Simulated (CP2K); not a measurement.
Two runs for the N K edge of pyridine monohydrate. Run A: CP2K XAS_TDP, all-electron GAPW, PBEh(45%), aug-cc-pVDZ, TDA, no relativity. Run B differs in one setting.

First lines with a strength over 0.0015. A:

```csv
atom,energy (eV),states,"strength, one atom"
"N4 (bonded to 2 C, takes 1 H bond)",394.98,1,0.0502
,400.21,1,0.0019
,401.79,1,0.0057
,402.19,1,0.0021
,402.30,1,0.0046
```

B:

| atom | energy (eV) | states | strength, one atom |
| --- | --- | --- | --- |
| N4 (bonded to 2 C, takes 1 H bond) | 399.61 | 1 | 0.0496 |
|  | 404.85 | 1 | 0.0019 |
|  | 406.43 | 1 | 0.0056 |
|  | 406.83 | 1 | 0.0021 |
|  | 406.94 | 1 | 0.0045 |

Question: Which was it: the basis, the functional, GW2X switched on, scalar relativity switched on?

GW2X switched on. GW2X shifts an atom's lines together and keeps their spacings. Against PBEh(45%) in aug-cc-pVDZ, the leading line moves by +4.63 eV, to 399.61 eV.

[Banner, clock and machine lines of the logs are left out without a mark of their own.]

[Logs are printed without paths, hosts, clocks, repeated set-up lines and the standing remarks that a program may print on its own settings, such as how far it seeks lower states.]

[Hosts, paths, dates, database ids (printed as entryN), source tags and the programs' standing remarks are cut or masked in the printed files.]
